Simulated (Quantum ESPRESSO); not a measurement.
**Dielectric function and optical constants of CdS (Greenockite)**

Wanted: where CdS (Greenockite) starts to absorb, how strongly, and its refractive index. The cell comes from an older database entry, whose edges can differ from later determinations, mostly by under a per cent.

Main program and level: Quantum ESPRESSO 7.5; DFT, PBE, plane waves with norm-conserving potentials (PseudoDojo), scalar-relativistic, independent-particle optical response without local fields and without the non-local commutator.

The database entry behind the starting cell differs from later determinations by our own check (about 0.35 % long), so it need not match the best structure at ambient conditions.

### Step 1. The starting structure

It takes space group P6_3mc (No. 186, hexagonal). Conventional cell: a = 4.150 Å, b = 4.150 Å, c = 6.737 Å, α = 90.00°, β = 90.00°, γ = 120.00°. Nearest to Cd lie 4 S at 2.53 to 2.54 Å. Nearest to S lie 4 Cd at 2.53 to 2.54 Å. Farther neighbours and most contacts between anions are not listed.

Structure file:

```cif
data_structure
_symmetry_space_group_name_H-M 'P 1'
_symmetry_Int_Tables_number 1
_cell_length_a 4.1500
_cell_length_b 4.1500
_cell_length_c 6.7370
_cell_angle_alpha 90.000
_cell_angle_beta 90.000
_cell_angle_gamma 120.000
_cell_volume 100.48
loop_
_atom_site_label
_atom_site_type_symbol
_atom_site_fract_x
_atom_site_fract_y
_atom_site_fract_z
_atom_site_occupancy
Cd1 Cd 0.66667 0.33333 0.50000 1
Cd2 Cd 0.33333 0.66667 0.00000 1
S3 S 0.66667 0.33333 0.87500 1
S4 S 0.33333 0.66667 0.37500 1
```

### Step 2. Ground state

The self-consistent density comes first; it also tells whether there is a gap, which decides the occupations and the need for a Drude term.

This step: DFT, PBE, plane waves with norm-conserving potentials (PseudoDojo), scalar-relativistic, ground state (Quantum ESPRESSO 7.5).

File scf.in:

```
&control
  calculation = 'scf'
  prefix = 'x'
  outdir = './tmp'
  pseudo_dir = './'
  verbosity = 'high'
/
&system
  ibrav = 0
  nat = 4
  ntyp = 2
  ecutwfc = 90
  occupations = 'smearing'
  smearing = 'fd'
  degauss = 0.003675
  nbnd = 30
/
&electrons
  conv_thr = 1e-09
  electron_maxstep = 100
/
ATOMIC_SPECIES
  Cd 1.0 Cd.upf
  S 1.0 S.upf
CELL_PARAMETERS angstrom
  4.149999999997 0.000000000000 0.000000000000
  -2.074999999998 3.594005425703 0.000000000000
  0.000000000000 0.000000000000 6.737000000000
ATOMIC_POSITIONS crystal
  Cd 0.666666666667 0.333333333333 0.500000000000
  Cd 0.333333333333 0.666666666667 0.000000000000
  S 0.666666666667 0.333333333333 0.875000000000
  S 0.333333333333 0.666666666667 0.375000000000
K_POINTS automatic
  6 6 4 0 0 0
```

On the command line:

```
$ mpirun -n 4 pw.x -nk 4 -in scf.in
```

Log:

```text
for quantum simulation of materials; please cite

     using ibrav=0 with symmetry is DISCOURAGED, use correct ibrav instead

     G-vector sticks info
     --------------------
     sticks:   dense  smooth     PW     G-vecs:    dense   smooth      PW
     Sum        1519    1519    433                78215    78215   11705

     Using Slab Decomposition

     bravais-lattice index     =            0
     lattice parameter (alat)  =       7.8424  a.u.
     unit-cell volume          =     678.0941 (a.u.)^3
     number of atoms/cell      =            4
     number of atomic types    =            2
     number of electrons       =        52.00
     number of Kohn-Sham states=           30
     kinetic-energy cutoff     =      90.0000  Ry
     charge density cutoff     =     360.0000  Ry
     scf convergence threshold =      1.0E-09
     mixing beta               =       0.7000
     number of iterations used =            8  plain     mixing
     Exchange-correlation= PBE
                           (   1   4   3   4   0   0   0)

     celldm(1)=   7.842363  celldm(2)=   0.000000  celldm(3)=   0.000000
     celldm(4)=   0.000000  celldm(5)=   0.000000  celldm(6)=   0.000000

     crystal axes: (cart. coord. in units of alat)
               a(1) = (   1.000000   0.000000   0.000000 )
               a(2) = (  -0.500000   0.866025   0.000000 )
               a(3) = (   0.000000   0.000000   1.623373 )

     reciprocal axes: (cart. coord. in units 2 pi/alat)
               b(1) = (  1.000000  0.577350 -0.000000 )
               b(2) = (  0.000000  1.154701  0.000000 )
               b(3) = (  0.000000 -0.000000  0.616001 )

     ./Cd.upf
     Pseudo is Norm-conserving + core correction, Zval = 20.0
     Generated using ONCVPSP code by D. R. Hamann
     Using radial grid of 1368 points,  6 beta functions with:
                l(1) =   0
                l(2) =   0
                l(3) =   1
                l(4) =   1
                l(5) =   2
                l(6) =   2

     ./S.upf
     Pseudo is Norm-conserving + core correction, Zval =  6.0
     Generated using ONCVPSP code by D. R. Hamann
     Using radial grid of 1146 points,  6 beta functions with:
                l(1) =   0
                l(2) =   0
                l(3) =   1
                l(4) =   1
                l(5) =   2
                l(6) =   2

     atomic species   valence    mass     pseudopotential
     Cd               20.00     1.00000     Cd( 1.00)
     S                 6.00     1.00000     S ( 1.00)

     12 Sym. Ops. (no inversion) found ( 6 have fractional translation)

                                    s                        frac. trans.

     [... symmetry matrices left out ...]
   Cartesian axes

     site n.     atom                  positions (alat units)
         1        Cd     tau(   1) = (   0.5000000   0.2886751   0.8116867  )
         2        Cd     tau(   2) = (  -0.0000000   0.5773503   0.0000000  )
         3        S      tau(   3) = (   0.5000000   0.2886751   1.4204518  )
         4        S      tau(   4) = (  -0.0000000   0.5773503   0.6087651  )

   Crystallographic axes

     site n.     atom                  positions (cryst. coord.)
         1        Cd     tau(   1) = (  0.6666667  0.3333333  0.5000000  )
         2        Cd     tau(   2) = (  0.3333333  0.6666667  0.0000000  )
         3        S      tau(   3) = (  0.6666667  0.3333333  0.8750000  )
         4        S      tau(   4) = (  0.3333333  0.6666667  0.3750000  )

     number of k points=    21  Fermi-Dirac smearing, width (Ry)=  0.0037
                       cart. coord. in units 2pi/alat
        k(    1) = (   0.0000000   0.0000000   0.0000000), wk =   0.0138889
        k(    2) = (   0.0000000   0.0000000   0.1540003), wk =   0.0277778
        k(    3) = (   0.0000000   0.0000000  -0.3080006), wk =   0.0138889
        k(    4) = (   0.0000000   0.1924501   0.0000000), wk =   0.0833333
        k(    5) = (   0.0000000   0.1924501   0.1540003), wk =   0.1666667
        k(    6) = (   0.0000000   0.1924501  -0.3080006), wk =   0.0833333
        k(    7) = (   0.0000000   0.3849002   0.0000000), wk =   0.0833333
        k(    8) = (   0.0000000   0.3849002   0.1540003), wk =   0.1666667
        k(    9) = (   0.0000000   0.3849002  -0.3080006), wk =   0.0833333
        k(   10) = (   0.0000000  -0.5773503   0.0000000), wk =   0.0416667
        k(   11) = (   0.0000000  -0.5773503   0.1540003), wk =   0.0833333
        k(   12) = (   0.0000000  -0.5773503  -0.3080006), wk =   0.0416667
        k(   13) = (   0.1666667   0.2886751   0.0000000), wk =   0.0833333
        k(   14) = (   0.1666667   0.2886751   0.1540003), wk =   0.1666667
        k(   15) = (   0.1666667   0.2886751  -0.3080006), wk =   0.0833333
        k(   16) = (   0.1666667   0.4811252   0.0000000), wk =   0.1666667
[...]
cryst. coord.
[...]
k(   14) = (   0.1666667   0.1666667   0.2500000), wk =   0.1666667
        k(   15) = (   0.1666667   0.1666667  -0.5000000), wk =   0.0833333
        k(   16) = (   0.1666667   0.3333333   0.0000000), wk =   0.1666667
        k(   17) = (   0.1666667   0.3333333   0.2500000), wk =   0.3333333
        k(   18) = (   0.1666667   0.3333333  -0.5000000), wk =   0.1666667
        k(   19) = (   0.3333333   0.3333333   0.0000000), wk =   0.0277778
        k(   20) = (   0.3333333   0.3333333   0.2500000), wk =   0.0555556
        k(   21) = (   0.3333333   0.3333333  -0.5000000), wk =   0.0277778

     Dense  grid:    78215 G-vectors     FFT dimensions: (  48,  48,  80)

     Initial potential from superposition of free atoms

     starting charge      51.9994, renormalised to      52.0000
     Starting wfcs are   28 randomized atomic wfcs +    2 random wfcs

     Self-consistent Calculation

     iteration #  1     ecut=    90.00 Ry     beta= 0.70
     Davidson diagonalization with overlap

           107 MiB given to the printing process from OS
            79 MiB allocation reported by mallinfo(arena+hblkhd)
------------------
     ethr =  1.00E-02,  avg # of iterations =  5.7

     Threshold (ethr) on eigenvalues was too large:
     Diagonalizing with lowered threshold

     Davidson diagonalization with overlap

           125 MiB given to the printing process from OS
            87 MiB allocation reported by mallinfo(arena+hblkhd)
------------------
     ethr =  4.97E-04,  avg # of iterations =  1.7

     total energy              =    -745.56813325 Ry
     estimated scf accuracy    <       0.25012078 Ry

     iteration #  2     ecut=    90.00 Ry     beta= 0.70
     Davidson diagonalization with overlap

           135 MiB given to the printing process from OS
           109 MiB allocation reported by mallinfo(arena+hblkhd)
------------------
     ethr =  4.81E-04,  avg # of iterations =  2.4

     total energy              =    -745.64076032 Ry
     estimated scf accuracy    <       0.13075145 Ry

     iteration #  3     ecut=    90.00 Ry     beta= 0.70
     Davidson diagonalization with overlap

           138 MiB given to the printing process from OS
           111 MiB allocation reported by mallinfo(arena+hblkhd)
------------------
     ethr =  2.51E-04,  avg # of iterations =  2.0

     total energy              =    -745.66776185 Ry
     estimated scf accuracy    <       0.00131602 Ry

     iteration #  4     ecut=    90.00 Ry     beta= 0.70
     Davidson diagonalization with overlap

           140 MiB given to the printing process from OS
           114 MiB allocation reported by mallinfo(arena+hblkhd)
------------------
     ethr =  2.53E-06,  avg # of iterations =  8.7

     total energy              =    -745.66812386 Ry
     estimated scf accuracy    <       0.00020010 Ry

     iteration #  5     ecut=    90.00 Ry     beta= 0.70
     Davidson diagonalization with overlap

           142 MiB given to the printing process from OS
           116 MiB allocation reported by mallinfo(arena+hblkhd)
------------------
     ethr =  3.85E-07,  avg # of iterations =  2.0

     total energy              =    -745.66814959 Ry
     estimated scf accuracy    <       0.00000770 Ry

     iteration #  6     ecut=    90.00 Ry     beta= 0.70
     Davidson diagonalization with overlap

           144 MiB given to the printing process from OS
           118 MiB allocation reported by mallinfo(arena+hblkhd)
------------------
     ethr =  1.48E-08,  avg # of iterations =  2.7

     total energy              =    -745.66815207 Ry
     estimated scf accuracy    <       0.00000049 Ry

     iteration #  7     ecut=    90.00 Ry     beta= 0.70
     Davidson diagonalization with overlap

           147 MiB given to the printing process from OS
           121 MiB allocation reported by mallinfo(arena+hblkhd)
------------------
     ethr =  9.41E-10,  avg # of iterations =  3.3

     total energy              =    -745.66815221 Ry
     estimated scf accuracy    <       0.00000003 Ry

     iteration #  8     ecut=    90.00 Ry     beta= 0.70
     Davidson diagonalization with overlap

           150 MiB given to the printing process from OS
           123 MiB allocation reported by mallinfo(arena+hblkhd)
------------------
     ethr =  5.60E-11,  avg # of iterations =  3.3

     total energy              =    -745.66815222 Ry
     estimated scf accuracy    <          6.1E-09 Ry

     iteration #  9     ecut=    90.00 Ry     beta= 0.70
     Davidson diagonalization with overlap

           152 MiB given to the printing process from OS
           126 MiB allocation reported by mallinfo(arena+hblkhd)
------------------
     ethr =  1.17E-11,  avg # of iterations =  2.1

     End of self-consistent calculation

          k = 0.0000 0.0000 0.0000 (  9849 PWs)   bands (ev):

   -94.5288 -94.5287 -55.5926 -55.5926 -55.5926 -55.5926 -55.5923 -55.5918
    -5.4897  -5.0633  -0.8653  -0.8433  -0.8433  -0.7579  -0.7579  -0.4459
    -0.4459  -0.3567  -0.3567  -0.0217   2.4768   6.0471   6.0471   6.7589
     6.8017   6.8017   7.9973   9.5937  13.2667  13.2667

     occupation numbers
     1.0000   1.0000   1.0000   1.0000   1.0000   1.0000   1.0000   1.0000
     1.0000   1.0000   1.0000   1.0000   1.0000   1.0000   1.0000   1.0000
     1.0000   1.0000   1.0000   1.0000   1.0000   1.0000   1.0000   1.0000
     1.0000   1.0000   0.0000   0.0000   0.0000   0.0000

          k = 0.0000 0.0000 0.1540 (  9758 PWs)   bands (ev):

   -94.5287 -94.5285 -55.5925 -55.5925 -55.5925 -55.5925 -55.5921 -55.5918
    -5.4258  -5.1232  -0.8341  -0.8341  -0.8195  -0.7738  -0.7738  -0.4299
    -0.4299  -0.3665  -0.3665  -0.2860   3.0816   5.7692   6.1513   6.1513
     6.6843   6.6843   8.8820   9.6666  13.1119  13.3363

     occupation numbers
     1.0000   1.0000   1.0000   1.0000   1.0000   1.0000   1.0000   1.0000
     1.0000   1.0000   1.0000   1.0000   1.0000   1.0000   1.0000   1.0000
     1.0000   1.0000   1.0000   1.0000   1.0000   1.0000   1.0000   1.0000
     1.0000   1.0000   0.0000   0.0000   0.0000   0.0000

     [... further k points left out ...]

     the Fermi energy is     7.4273 ev

!    total energy              =    -745.66815222 Ry
     estimated scf accuracy    <          9.2E-11 Ry
     smearing contrib. (-TS)   =      -0.00000002 Ry
     internal energy E=F+TS    =    -745.66815220 Ry

     The total energy is F=E-TS. E is the sum of the following terms:
     one-electron contribution =    -502.56581633 Ry
     hartree contribution      =     262.17325745 Ry
     xc contribution           =    -109.67706138 Ry
     ewald contribution        =    -395.59853195 Ry

     convergence has been achieved in   9 iterations

     XML data file, charge density, pseudopotentials, collected wavefunctions

                                        0.00s GPU  (     299 calls)

=------------------------------------------------------------------------------=
   JOB DONE.
=------------------------------------------------------------------------------=
```

Wall time 24 s (4 MPI ranks of Arm Neoverse V2, shared host); peak memory 0.15 GiB; 96 s of CPU time.

Read-outs, printed or worked out from the files:

- total energy: -745.7 Ry
- gap on the k-mesh: 1.196 eV
- direct gap on the mesh: 1.196 eV

There is a gap, 1.20 eV on this mesh (points off the mesh can give less), so no carriers' term is needed.

(Part 1 of 3 ends here.)

[Machine, clock, banner and «Message from routine» lines are left out of the logs.]

[Logs are printed without paths, hosts, clocks, repeated set-up lines and the standing remarks that a program may print on its own settings, such as how far it seeks lower states.]

[Hosts, paths, dates, database ids (printed as entryN), source tags and the programs' standing remarks are cut or masked in the printed files.]
